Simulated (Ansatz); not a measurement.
# Optical response of TiAl3

Aim: the dielectric function of TiAl3, and the optical constants that follow from it.

Calculated with Ansatz 0.2.0; DFT, PBE, plane-wave PAW, default files, scalar-relativistic, independent-particle optical response without local fields.

## 1. Set-up

The structure is tetragonal, space group I4/mmm (No. 139). Conventional cell: a = 3.822 Å, b = 3.822 Å, c = 8.561 Å, α = 90.00°, β = 90.00°, γ = 90.00°. Nearest to Ti lie 12 Al at 2.70 to 2.87 Å. Al has 8 Al at 2.70 to 2.87 Å and 4 Ti at 2.87 Å nearest. Al has 4 Ti at 2.70 Å and 8 Al at 2.87 Å nearest. Farther neighbours are not listed.

As a file:

```cif
data_structure
_symmetry_space_group_name_H-M 'I4/mmm'
_symmetry_Int_Tables_number 139
_cell_length_a 3.8222
_cell_length_b 3.8222
_cell_length_c 8.5613
_cell_angle_alpha 90.000
_cell_angle_beta 90.000
_cell_angle_gamma 90.000
_cell_volume 125.08
loop_
_atom_site_label
_atom_site_type_symbol
_atom_site_symmetry_multiplicity
_atom_site_Wyckoff_symbol
_atom_site_fract_x
_atom_site_fract_y
_atom_site_fract_z
_atom_site_occupancy
Ti1 Ti 2 a 0.00000 0.00000 0.00000 1
Al1 Al 4 d 0.50000 0.00000 0.25000 1
Al2 Al 2 b 0.50000 0.50000 0.00000 1
```

## 2. Ground state and bands

The self-consistent density comes first; it also tells whether there is a gap, which decides the occupations and the need for a Drude term.

This step: DFT, PBE, plane-wave PAW, default files, scalar-relativistic, ground state (Ansatz 0.2.0).

Contents of input.yaml:

```yaml
crystal:
  lattice:
    - [-1.9111067713, 1.9111067713, 4.2806687947]
    - [1.9111067713, -1.9111067713, 4.2806687947]
    - [1.9111067713, 1.9111067713, -4.2806687947]
  atoms:
    - { symbol: Ti, position: [0.0, 0.0, 0.0] }
    - { symbol: Al, position: [0.25, 0.75, 0.5] }
    - { symbol: Al, position: [0.75, 0.25, 0.5] }
    - { symbol: Al, position: [0.5, 0.5, 0.0] }
kpoints:
  mp_grid: { grid: [9, 9, 9] }
  band_path:
    path:
      - [[0.0, 0.0, 0.0], [0.0, 0.0, 0.5], [-0.09965903, 0.09965903, 0.5], [-0.29982951, 0.29982951, 0.29982951], [0.0, 0.0, 0.0], [0.5, 0.5, -0.5], [0.29982951, 0.70017049, -0.29982951], [0.0, 0.5, 0.0], [0.25, 0.25, 0.25], [0.5, 0.5, -0.09965903], [0.5, 0.5, -0.5]]
      - [[0.0, 0.0, 0.5], [0.25, 0.25, 0.25]]
    npoints: 4
scf:
  occupations: { method: fermi_dirac, width: 0.05 }
  n_extra_bands: 8
hamiltonian:
  xc: pbe
  pseudopotentials: { kind: paw }
output:
  forces: true
  stress: true
  populations: true
  write_bands: true
```

The run is started by

```sh
> ansatz run input.yaml --threads 4 --pin off --max-ram 8192MiB --backend cpu --events-out ev --progress --plain --runs-dir out
```

Numbers of over 12 decimals in the logs are rounded to 6 here.

The program printed:

```text
scf.n_extra_bands = 8 over 11 filled bands (N_el = 21.0): the run solves 19 bands
Engine: ansatz 0.2.0, x86_64-unknown-linux-gnu
Pseudopotentials: kind: paw
Pseudopotential: Ti, paw, valence charge 12, recommended cutoff 420 eV (normal), Ti.paw.azcp
Pseudopotential: Al, paw, valence charge 3, recommended cutoff 420 eV (normal), Al.paw.azcp
Functional definition: PBE
  parameter kappa = 0.804
  parameter beta = 0.066725
  exchange = pbe_x(kappa = kappa, mu = beta*pi^2/3)
  correlation = pbe_c(beta = beta)
Crystal: 4 atoms, lattice volume = 62.538 Å³
Basis set: ecut = 420 eV, 1203 PW (Γ), exchange–correlation on 72×72×72 points (8 copies of the dense FFT grid, shifted against one another)
Bands: 19, of which v1, the nominal top of the filled ones, is band 11 counted from 1 (10 counted from 0)
Symmetry: 16 space group operations
Space group: I4/mmm (ITA 139), of the structure as read, at distance tolerance 4.0e-5 Å
k-points: 75 of 729
Non-local potential: Ti, projectors of the file, l = 0: 3, l = 1: 2, l = 2: 3, l = 3: 1
Non-local potential: Al, projectors of the file, l = 0: 2, l = 1: 2, l = 2: 1
PAW form: soft (Blöchl's): semilocal exchange-correlation on the pseudo side does not see the compensation charge
PAW one-centre angular grid: Ti, 590 points (default); XC on 64 Gauss nodes
PAW one-centre angular grid: Al, 110 points (default); XC on 64 Gauss nodes
Initial density: superposition of atomic densities (neutral atoms: chi_scale 0, normalization atom), corrected by the library's trained network
Initial wavefunctions: pseudopotential atomic-orbital guess
Functional: x = pbe(κ = 0.804, μ = 0.219515), c = pbe(β = 0.066725)
SCF iter   1: F=—  HF=-4113.760805 eV  |F-HF|=—  |Δ(HF+E_count)|=         —  Δρ=3.14e-3  dr2=8.59e-3  ethr=1.77e-3  ⟨swp⟩=6.1  Hψ=8100  notcnv=0  defer=4
preconditioner: auto → Kerker (q_TF=auto, 2.275 Å⁻¹)  [metal: Δε(μ)=0.012 eV  Ē_g=7.116 eV  σ=0.050 eV  W_gap=0.06  n_scr=10 (ndim 8)  ℏωp=16.9 eV  f_vac=0.000  D(μ)=1.65/eV (n_scr^D=10)]
SCF iter   2: F=—  HF=-4113.759811 eV  |F-HF|=—  |Δ(HF+E_count)|=   9.94e-4  Δρ=1.90e-3  dr2=3.45e-3  ethr=4.09e-5  ⟨swp⟩=1.0  Hψ=2025  notcnv=0  defer=29
SCF iter   3: F=—  HF=-4113.759320 eV  |F-HF|=—  |Δ(HF+E_count)|=   4.91e-4  Δρ=2.80e-4  dr2=5.68e-5  ethr=1.64e-5  ⟨swp⟩=2.1  Hψ=1498  notcnv=0  defer=29
SCF iter   4: F=—  HF=-4113.759328 eV  |F-HF|=—  |Δ(HF+E_count)|=   7.94e-6  Δρ=6.31e-5  dr2=3.11e-6  ethr=2.70e-7  ⟨swp⟩=2.6  Hψ=1926  notcnv=0  defer=29
SCF iter   5: F=—  HF=-4113.759327 eV  |F-HF|=—  |Δ(HF+E_count)|=   6.49e-7  Δρ=1.76e-5  dr2=2.54e-7  ethr=1.48e-8  ⟨swp⟩=2.3  Hψ=1725  notcnv=0  defer=29
SCF iter   6: F=-4113.759327 eV  HF=-4113.759327 eV  |F-HF|=4.40e-9  |Δ(HF+E_count)|=   5.65e-8  Δρ=2.60e-6  dr2=7.09e-9  ethr=4.76e-10  ⟨swp⟩=7.3  Hψ=6307  notcnv=0
SCF 1 converged in 6 iterations: F = -4113.759327 eV  dr2 = 7.09e-9
  greatest PAW one-centre occupation: 0.999 electrons in one spin orbital (limit 2), on the Ti atom at site 0 (counted from 0), in its partial waves of l = 0
NSCF: frozen V_eff on 46 k-points
SCF converged after 6 iterations
Free energy (F): -4113.759327 eV
Harris-Foulkes:  -4113.759327 eV  (|F-HF|=4.40e-9)
Internal energy: -4113.745049 eV  (E = F + TS)
E sigma→0 (E₀):  -4113.752188 eV
Entropy (-TS):   -0.014278 eV (-3.570 meV/atom)
Fermi energy:    9.709116 eV
--- Per-component energies (eV) ---
  E_band       = -149.930749
  E_kinetic    = 344.424586
  E_local      = -1187.487912  (includes V_loc(G=0)·N_el)
  E_nonlocal   = 40.373508
  E_hartree    = 523.544536
  E_xc         = -218.404404
  E_vxc        = -211.109158  (∫ρ·V_xc dr)
  E_paw        = -2450.804722  (= ΣΔE_a)
  E_vpaw       = -183.218500  (= ΣTr[D̂ρ^β])
  E_aug_tail   = 0.000113  (compensation charges beyond the density's cutoff)
  E_ewald      = -1165.390755
  E_smearing   = -0.014278  (= −TS)
  E_closure    = -0.000000  (closes the sum)
  Σ components = -4113.759327   (vs F -4113.759327, Δ=0.00e0)
--- Forces (eV/Å), atoms counted from 1 ---
  atom   1  Ti     0.00000000     0.00000000     0.00000000
  atom   2  Al    -0.00000000     0.00000000     0.00000000
  atom   3  Al     0.00000000     0.00000000     0.00000000
  atom   4  Al    -0.00000000    -0.00000000    -0.00000000
  max |Σ_I F_I| component: 1.73e-18 eV/Å
--- Stress (GPa, compression-positive) ---
        2.087851       0.000000       0.000000
        0.000000       2.087851       0.000000
       -0.000000      -0.000000       2.173007
  P = ⅓ Tr σ = 2.1162 GPa (21.162 kbar)
--- Band table (eV; the first three rows and the last of 75) ---
  k-point 0: bands = [... 7 lower, 8.2989, 8.4753, 8.4753, 10.5484, 11.4550, 11.4550, 11.9344, 12.1770, ... 4 higher]
  k-point 1: bands = [... 7 lower, 7.7875, 8.0422, 8.4658, 9.5811, 11.6543, 11.6980, 11.7105, 12.6975, ... 4 higher]
  k-point 2: bands = [... 7 lower, 7.4469, 7.5753, 8.2572, 8.4697, 11.6700, 11.7994, 11.9371, 12.9264, ... 4 higher]
  k-point 74: bands = [... 7 lower, 8.6272, 8.7571, 10.1078, 10.2614, 10.4359, 10.7418, 13.1299, 14.6240, ... 4 higher]
--- Löwdin populations: 4 sites ---
  site symbol       q [e]
     0     Ti     11.5197
     1     Al      3.1231
     2     Al      3.1231
     3     Al      3.0862
  spilling = 0.007038 (of n_electrons = 21.000000)
```

The job ended after 5 s (4 threads of Intel Xeon at 2.50GHz (Skylake/Cascade Lake), shared host; peak memory 0.44 GiB; 14 s of CPU time).

In the SCF lines HF is the Harris–Foulkes energy and dr2 the Hartree energy of the density residual, in eV; the loop may stop once dr2 is under the threshold and the program's other checks hold. Hψ counts applications of the Hamiltonian.

Read-outs, printed or worked out from the files:

```
free energy         : -4113.7593 eV
Fermi energy        : 9.709 eV
electrons           : 21
symmetry operations : 16
pressure            : 2.116 GPa
volume              : 62.54 Å³
gap on the path     : 0 eV
```

There are states at the Fermi level within the smearing, so the occupations stay smeared and the carriers get a Drude term. The cell is left with a pressure of 2.1 GPa, as it stands unrelaxed at this level.

The electronic bands at the labelled points (eV, zero at the Fermi level; # counts the bands kept):

| point | #4 | #5 | #6 | #7 | #8 | #9 | #10 | #11 |
| --- | --- | --- | --- | --- | --- | --- | --- | --- |
| Γ | -1.41 | -1.23 | -1.23 | 0.84 | 1.75 | 1.75 | 2.23 | 2.47 |
| halfway | -2.36 | -2.24 | -1.56 | -1.23 | 1.97 | 2.03 | 2.23 | 3.14 |
| X | -3.77 | -2.71 | -2.21 | -0.99 | 1.78 | 1.97 | 2.69 | 2.85 |
| halfway | -3.14 | -3.11 | -1.84 | -0.96 | 1.84 | 1.89 | 2.49 | 2.96 |
| Y | -3.62 | -2.23 | -1.37 | -0.87 | 1.72 | 1.91 | 2.21 | 3.34 |
| halfway | -2.61 | -0.71 | -0.70 | -0.25 | 1.52 | 1.81 | 2.14 | 3.87 |
| S | -1.07 | -0.76 | -0.62 | 0.57 | 1.62 | 2.12 | 3.05 | 3.18 |
| halfway | -2.04 | -1.71 | -0.61 | -0.51 | 1.31 | 1.82 | 3.57 | 3.71 |
| Γ | -1.41 | -1.23 | -1.23 | 0.84 | 1.75 | 1.75 | 2.23 | 2.47 |
| halfway | -1.10 | -1.10 | -0.23 | 0.90 | 1.19 | 1.19 | 1.75 | 3.44 |
| Z | -0.93 | -0.93 | -0.24 | 0.71 | 0.71 | 0.96 | 3.07 | 4.78 |
| halfway | -1.00 | -0.96 | 0.25 | 0.75 | 0.88 | 1.21 | 3.70 | 4.89 |
| S1 | -1.07 | -0.76 | -0.62 | 0.57 | 1.62 | 2.12 | 3.05 | 3.18 |
| halfway | -1.75 | -1.06 | -0.38 | 0.50 | 1.76 | 2.19 | 2.68 | 3.49 |
| N | -2.96 | -1.06 | -0.26 | 0.51 | 1.83 | 2.08 | 2.73 | 3.17 |
| halfway | -3.11 | -2.08 | -1.59 | -0.29 | 1.17 | 1.88 | 2.54 | 2.80 |
| P | -4.27 | -1.83 | -1.83 | -1.17 | 0.86 | 1.78 | 1.97 | 3.20 |
| halfway | -3.42 | -2.76 | -1.43 | -1.22 | 1.63 | 1.86 | 1.92 | 3.06 |
| Y1 | -3.62 | -2.23 | -1.37 | -0.87 | 1.72 | 1.91 | 2.21 | 3.34 |
| halfway | -3.27 | 0.01 | 0.02 | 0.59 | 0.72 | 1.55 | 3.24 | 5.34 |
| Z | -0.93 | -0.93 | -0.24 | 0.71 | 0.71 | 0.96 | 3.07 | 4.78 |
| jump to X | -3.77 | -2.71 | -2.21 | -0.99 | 1.78 | 1.97 | 2.69 | 2.85 |
| halfway | -4.05 | -2.43 | -1.72 | -1.25 | 1.61 | 1.78 | 1.97 | 3.21 |
| P | -4.27 | -1.83 | -1.83 | -1.17 | 0.86 | 1.78 | 1.97 | 3.20 |

## 3. Spectrum

The spectrum is a sum over vertical transitions between filled and empty bands at the fixed density, so many empty bands are needed.

This step: DFT, PBE, plane-wave PAW, default files, scalar-relativistic, independent-particle optical response without local fields (Ansatz 0.2.0).

input.yaml, the sections that differ from step 2:

```yaml
kpoints:
  mp_grid: { grid: [12, 12, 12] }
scf:
  occupations: { method: fermi_dirac, width: 0.05 }
output:
  optics:
    e_range: [0, 14]
    de: 0.05
    sigma: 0.1
    drude_damping: 0.05
    nscf_kmesh: { grid: [16, 16, 16] }
    bands: { spectra_wanted_up_to: 14 }
# crystal, hamiltonian: as in step 2
```

The program printed:

```text
[...]
Crystal: 4 atoms, lattice volume = 62.538 Å³
Basis set: ecut = 420 eV, 1203 PW (Γ)
Bands: 15, of which v1, the nominal top of the filled ones, is band 11 counted from 1 (10 counted from 0)
Symmetry: 16 space group operations
[...]
k-points: 163 of 1728
[...]
SCF iter   1: F=—  HF=-4113.762196 eV  |F-HF|=—  |Δ(HF+E_count)|=         —  Δρ=3.17e-3  dr2=9.23e-3  ethr=1.77e-3  ⟨swp⟩=5.8  Hψ=14393  notcnv=0
[...]
SCF iter   8: F=-4113.760705 eV  HF=-4113.760705 eV  |F-HF|=1.82e-12  |Δ(HF+E_count)|=  9.09e-12  Δρ=6.23e-8  dr2=2.60e-12  ethr=1.00e-12  ⟨swp⟩=2.0  Hψ=4816  notcnv=0
the search or the solves at the SCF's close seem to have found levels that the self-consistency loop had missed (the run counts 1). By its estimate they hold under 1e-12 electrons; where the run keeps them, the occupations were computed again with them
SCF 1 converged in 8 iterations: F = -4113.760705 eV  dr2 = 2.60e-12
[...]
NSCF: frozen V_eff on 349 k-points
output.optics: what the bands over the 34 summed would add to eps1, eps2 and the energy-loss function is held between a lower and an upper bound (10 Lanczos steps). eps1, eps2 and their loss function (loss_summed_bands) are given on every row as the summed bands alone make them. Along an axis, on a row where the two bounds hold the loss function to about 1 % of the greater of itself and 0.5 % of |1/eps|, its cell (loss_completed) is given, with the completed eps1 and eps2 that it is formed of (a cell that is left empty reads nan in the table and null in the record). The two bounds hold it so along every axis on all 280 rows up to 14.000 eV. [rest of the remark cut]
SCF converged after 8 iterations
Free energy (F): -4113.760705 eV
[...]
Internal energy: -4113.746323 eV  (E = F + TS)
E sigma→0 (E₀):  -4113.753514 eV
Entropy (-TS):   -0.014381 eV (-3.595 meV/atom)
Fermi energy:    9.705357 eV
[...]
--- Band table (eV; the first three rows and the last of 163) ---
  k-point 0: bands = [... 7 lower, 8.2961, 8.4761, 8.4761, 10.5448, 11.4528, 11.4528, 11.9364, 12.1787]
  k-point 1: bands = [... 7 lower, 8.0500, 8.1419, 8.4710, 9.9263, 11.6052, 11.6381, 11.7282, 12.5464]
  k-point 2: bands = [... 7 lower, 7.2831, 7.8063, 8.4616, 8.8510, 11.6005, 11.8093, 11.8563, 12.8669]
  k-point 162: bands = [... 7 lower, 8.7831, 8.7831, 9.4708, 10.4180, 10.4180, 10.6652, 12.7833, 14.4869]
```

Wall time 1.7 min (4 threads); peak memory 2.5 GiB.

Numbers from this step:

```
main peak of the optical conductivity above 1 eV, first axis : 4.394 eV
Drude plasma energy, first axis                              : 4.335 eV
bands summed                                                 : 34
spectra valid up to                                          : 18.18 eV
program's estimate of the k-sum error in Im epsilon          : 0.54 %
electrons in the f-sum                                       : 15.43
```

The Im ε has structure finer than the step of the table below, so its rows give means over 0.5 eV, whole bins alone (the curve runs from 0.3 to 14 eV). Peaks (eV: height): E ∥ x or y 2.25: 34.1, 3.10: 28.1, 4.40: 25.6; E ∥ z 1.60: 35.4, 4.60: 31.4.

Table of Im ε by photon energy; means over each step:

| photon energy (eV) | E ∥ x or y | E ∥ z |
| --- | --- | --- |
| 1.0 | 19.4 | 12.6 |
| 1.5 | 17.1 | 31.8 |
| 2.0 | 26.0 | 32.1 |
| 2.5 | 26.8 | 24.3 |
| 3.0 | 25.7 | 19.5 |
| 3.5 | 20.9 | 13.9 |
| 4.0 | 21.4 | 18.5 |
| 4.5 | 22.0 | 28.8 |
| 5.0 | 13.6 | 18.5 |
| 5.5 | 8.20 | 10.2 |
| 6.0 | 4.87 | 4.92 |
| 6.5 | 3.20 | 2.55 |
| 7.0 | 2.20 | 1.68 |
| 7.5 | 1.50 | 1.26 |
| 8.0 | 1.16 | 0.968 |
| 8.5 | 0.911 | 0.774 |
| 9.0 | 0.743 | 0.622 |
| 9.5 | 0.579 | 0.480 |
| 10.0 | 0.466 | 0.396 |
| 10.5 | 0.350 | 0.335 |
| 11.0 | 0.272 | 0.293 |
| 11.5 | 0.247 | 0.269 |
| 12.0 | 0.213 | 0.227 |
| 12.5 | 0.182 | 0.165 |
| 13.0 | 0.163 | 0.151 |
| 13.5 | 0.135 | 0.142 |

Re ε against photon energy:

| photon energy (eV) | E ∥ x or y | E ∥ z |
| --- | --- | --- |
| 0.5 | -36.7 | -31.1 |
| 1.0 | 2.36 | 15.3 |
| 1.5 | 12.6 | 22.9 |
| 2.0 | 22.1 | 8.75 |
| 2.5 | 4.35 | 4.82 |
| 3.0 | 5.77 | -2.45 |
| 3.5 | -2.00 | 2.89 |
| 4.0 | -2.60 | 7.08 |
| 4.5 | -10.8 | -0.973 |
| 5.0 | -12.6 | -15.6 |
| 5.5 | -11.6 | -13.4 |
| 6.0 | -9.66 | -11.9 |
| 6.5 | -7.58 | -8.67 |
| 7.0 | -6.40 | -6.59 |
| 7.5 | -5.04 | -5.23 |
| 8.0 | -4.12 | -4.25 |
| 8.5 | -3.45 | -3.51 |
| 9.0 | -2.87 | -2.95 |
| 9.5 | -2.45 | -2.47 |
| 10.0 | -2.07 | -2.05 |
| 10.5 | -1.74 | -1.71 |
| 11.0 | -1.42 | -1.42 |
| 11.5 | -1.17 | -1.20 |
| 12.0 | -0.974 | -1.03 |
| 12.5 | -0.786 | -0.828 |
| 13.0 | -0.631 | -0.652 |
| 13.5 | -0.489 | -0.506 |
| 14.0 | -0.358 | -0.404 |

Values under 1 per cm are given as 1. Table of absorption coefficient by photon energy:

| photon energy (eV) | E ∥ x or y (1/cm) | E ∥ z (1/cm) |
| --- | --- | --- |
| 0.500 | 3.3e5 | 3.1e5 |
| 1.000 | 2.8e5 | 1.2e5 |
| 1.500 | 3.2e5 | 4.6e5 |
| 2.000 | 5.2e5 | 7.4e5 |
| 2.500 | 8.3e5 | 8.1e5 |
| 3.000 | 9.9e5 | 1.0e6 |
| 3.500 | 1.2e6 | 8.2e5 |
| 4.000 | 1.4e6 | 9.8e5 |
| 4.500 | 1.9e6 | 1.8e6 |
| 5.000 | 2.0e6 | 2.3e6 |
| 5.500 | 2.0e6 | 2.2e6 |
| 6.000 | 1.9e6 | 2.1e6 |
| 6.500 | 1.9e6 | 2.0e6 |
| 7.000 | 1.8e6 | 1.8e6 |
| 7.500 | 1.7e6 | 1.8e6 |
| 8.000 | 1.7e6 | 1.7e6 |
| 8.500 | 1.6e6 | 1.6e6 |
| 9.000 | 1.6e6 | 1.6e6 |
| 9.500 | 1.5e6 | 1.5e6 |
| 10.000 | 1.5e6 | 1.5e6 |
| 10.500 | 1.4e6 | 1.4e6 |
| 11.000 | 1.3e6 | 1.3e6 |
| 11.500 | 1.3e6 | 1.3e6 |
| 12.000 | 1.2e6 | 1.2e6 |
| 12.500 | 1.1e6 | 1.2e6 |
| 13.000 | 1.1e6 | 1.1e6 |
| 13.500 | 9.7e5 | 9.8e5 |
| 14.000 | 8.6e5 | 9.1e5 |

Table of refractive index n and extinction k by photon energy:

| photon energy (eV) | n, E ∥ x or y | k, E ∥ x or y | n, E ∥ z | k, E ∥ z |
| --- | --- | --- | --- | --- |
| 0.5 | 2.32 | 6.49 | 2.32 | 6.04 |
| 1.0 | 3.16 | 2.76 | 4.10 | 1.23 |
| 1.5 | 4.12 | 2.08 | 5.66 | 3.03 |
| 2.0 | 5.36 | 2.57 | 4.69 | 3.64 |
| 2.5 | 3.87 | 3.26 | 3.89 | 3.21 |
| 3.0 | 4.04 | 3.25 | 2.94 | 3.33 |
| 3.5 | 3.00 | 3.31 | 2.86 | 2.30 |
| 4.0 | 3.12 | 3.51 | 3.60 | 2.42 |
| 4.5 | 2.70 | 4.26 | 3.80 | 3.92 |
| 5.0 | 1.78 | 3.97 | 2.14 | 4.50 |
| 5.5 | 1.10 | 3.58 | 1.34 | 3.90 |
| 6.0 | 0.725 | 3.19 | 0.646 | 3.51 |
| 6.5 | 0.554 | 2.81 | 0.410 | 2.97 |
| 7.0 | 0.426 | 2.57 | 0.323 | 2.59 |
| 7.5 | 0.333 | 2.27 | 0.274 | 2.30 |
| 8.0 | 0.284 | 2.05 | 0.231 | 2.07 |
| 8.5 | 0.243 | 1.87 | 0.203 | 1.88 |
| 9.0 | 0.219 | 1.71 | 0.179 | 1.73 |
| 9.5 | 0.182 | 1.57 | 0.153 | 1.58 |
| 10.0 | 0.162 | 1.45 | 0.140 | 1.44 |
| 10.5 | 0.132 | 1.33 | 0.129 | 1.31 |
| 11.0 | 0.111 | 1.20 | 0.122 | 1.20 |
| 11.5 | 0.112 | 1.09 | 0.121 | 1.10 |
| 12.0 | 0.108 | 0.993 | 0.113 | 1.02 |
| 12.5 | 0.102 | 0.892 | 0.0885 | 0.914 |
| 13.0 | 0.102 | 0.801 | 0.0938 | 0.813 |
| 13.5 | 0.0940 | 0.706 | 0.0963 | 0.718 |
| 14.0 | 0.104 | 0.608 | 0.108 | 0.645 |

Reflectivity at normal incidence against photon energy; read off at these points:

| photon energy (eV) | E ∥ x or y (%) | E ∥ z (%) |
| --- | --- | --- |
| 0.500 | 82.5 | 80.5 |
| 0.750 | 65.8 | 56.9 |
| 1.000 | 49.3 | 40.4 |
| 1.250 | 46.6 | 52.8 |
| 1.500 | 46.0 | 57.7 |
| 1.750 | 46.6 | 58.1 |
| 2.000 | 54.5 | 58.9 |
| 2.100 | 56.1 | 60.8 |
| 2.250 | 58.5 | 56.8 |
| 2.300 | 58.7 | 54.9 |
| 2.500 | 54.9 | 54.5 |
| 2.750 | 52.5 | 56.7 |
| 3.000 | 55.0 | 55.8 |
| 3.200 | 59.1 | 52.5 |
| 3.250 | 59.1 | 50.9 |
| 3.500 | 55.5 | 43.4 |
| 3.750 | 53.7 | 45.0 |
| 4.000 | 57.4 | 46.7 |
| 4.250 | 56.5 | 54.1 |
| 4.500 | 66.0 | 60.4 |
| 4.750 | 69.0 | 69.2 |
| 5.000 | 69.7 | 71.6 |
| 5.250 | 72.4 | 74.1 |
| 5.500 | 74.3 | 74.1 |
| 5.750 | 75.3 | 78.7 |
| 6.000 | 78.0 | 82.8 |
| 6.250 | 77.8 | 83.3 |
| 6.500 | 78.5 | 84.8 |
| 6.750 | 78.0 | 84.8 |
| 6.800 | 78.2 | 84.9 |
| 7.000 | 80.2 | 84.7 |
| 7.250 | 81.3 | 84.6 |
| 7.500 | 80.8 | 84.2 |
| 7.750 | 81.0 | 84.3 |
| 8.000 | 80.6 | 84.1 |
| 8.250 | 80.6 | 83.7 |
| 8.500 | 80.8 | 83.7 |
| 8.750 | 80.9 | 83.3 |
| 9.000 | 80.1 | 83.6 |
| 9.250 | 80.6 | 83.9 |
| 9.500 | 81.2 | 84.0 |
| 9.750 | 81.1 | 84.2 |
| 10.000 | 81.2 | 83.4 |
| 10.250 | 82.0 | 83.8 |
| 10.500 | 82.6 | 82.7 |
| 10.750 | 83.3 | 82.9 |
| 10.900 | 83.5 | 82.4 |
| 11.000 | 83.3 | 81.9 |
| 11.250 | 81.9 | 80.7 |
| 11.500 | 81.4 | 80.5 |
| 11.750 | 80.6 | 79.5 |
| 12.000 | 80.5 | 80.2 |
| 12.250 | 80.7 | 82.2 |
| 12.500 | 79.7 | 82.5 |
| 12.750 | 78.7 | 81.3 |
| 13.000 | 78.1 | 79.8 |
| 13.250 | 77.8 | 78.8 |
| 13.500 | 77.8 | 77.6 |
| 13.750 | 75.6 | 73.7 |
| 14.000 | 73.8 | 73.7 |

Optical constants at common wavelengths, from n + ik = √ε:

| wavelength (nm) | n xy | k xy | R (%) xy | 1/α xy | n z | k z | R (%) z | 1/α z |
| --- | --- | --- | --- | --- | --- | --- | --- | --- |
| 1550 | 3.04 | 4.167 | 63.9 | 30 nm | 2.53 | 2.645 | 48.0 | 47 nm |
| 1064 | 3.76 | 2.237 | 45.7 | 38 nm | 5.33 | 1.343 | 49.1 | 63 nm |
| 800 | 4.16 | 2.013 | 45.8 | 32 nm | 5.53 | 3.173 | 58.0 | 20 nm |
| 532 | 4.32 | 3.637 | 58.4 | 12 nm | 3.58 | 3.190 | 54.0 | 13 nm |
| 405 | 4.01 | 3.423 | 56.4 | 9.4 nm | 2.83 | 3.261 | 55.2 | 9.9 nm |
| 365 | 3.09 | 3.498 | 57.3 | 8.3 nm | 2.65 | 2.465 | 45.4 | 12 nm |
| 308 | 3.08 | 3.509 | 57.5 | 7.0 nm | 3.66 | 2.446 | 47.1 | 10 nm |

In reflection the computed colour is light grey: x = 0.315, y = 0.335, luminous reflectivity 57 %.

## 4. Results

```json
{"gap on the path": "0 eV", "main peak of the optical conductivity above 1 eV, first axis": "4.39 eV", "Drude plasma energy, first axis": "4.34 eV"}
```

What this shows: At this level (PBE, independent particles) TiAl3 is a metal with a Drude plasma energy of 4.3 eV along x, 4.3 eV along y and 4.0 eV along z; it reflects 59 % at 550 nm for E ∥ x. Along x the bare Drude plasma energy is 4.3 eV; Re ε first rises through zero at 0.95 eV, far lower, because interband transitions screen the carriers. Im ε is 18 there, so the loss peak at that energy is weak. In reflection the computed colour is light grey: x = 0.315, y = 0.335, luminous reflectivity 57 %. In the base run ε includes the program's bounded estimate of what the bands above those summed add. The carriers' damping of 0.05 eV is typed, not computed; at 0.8 eV the carriers give 7 % of Im ε along the first axis; the rest comes from the sum over bands, which at low energy also holds close bands and the noise of the mesh. The Fermi-Dirac width of 0.05 eV acts as an electron temperature of 580 K in the carriers' term.

[Logs are printed without paths, hosts, clocks, repeated set-up lines and the standing remarks that a program may print on its own settings, such as how far it seeks lower states.]

[Hosts, paths, dates, database ids (printed as entryN), source tags and the programs' standing remarks are cut or masked in the printed files.]
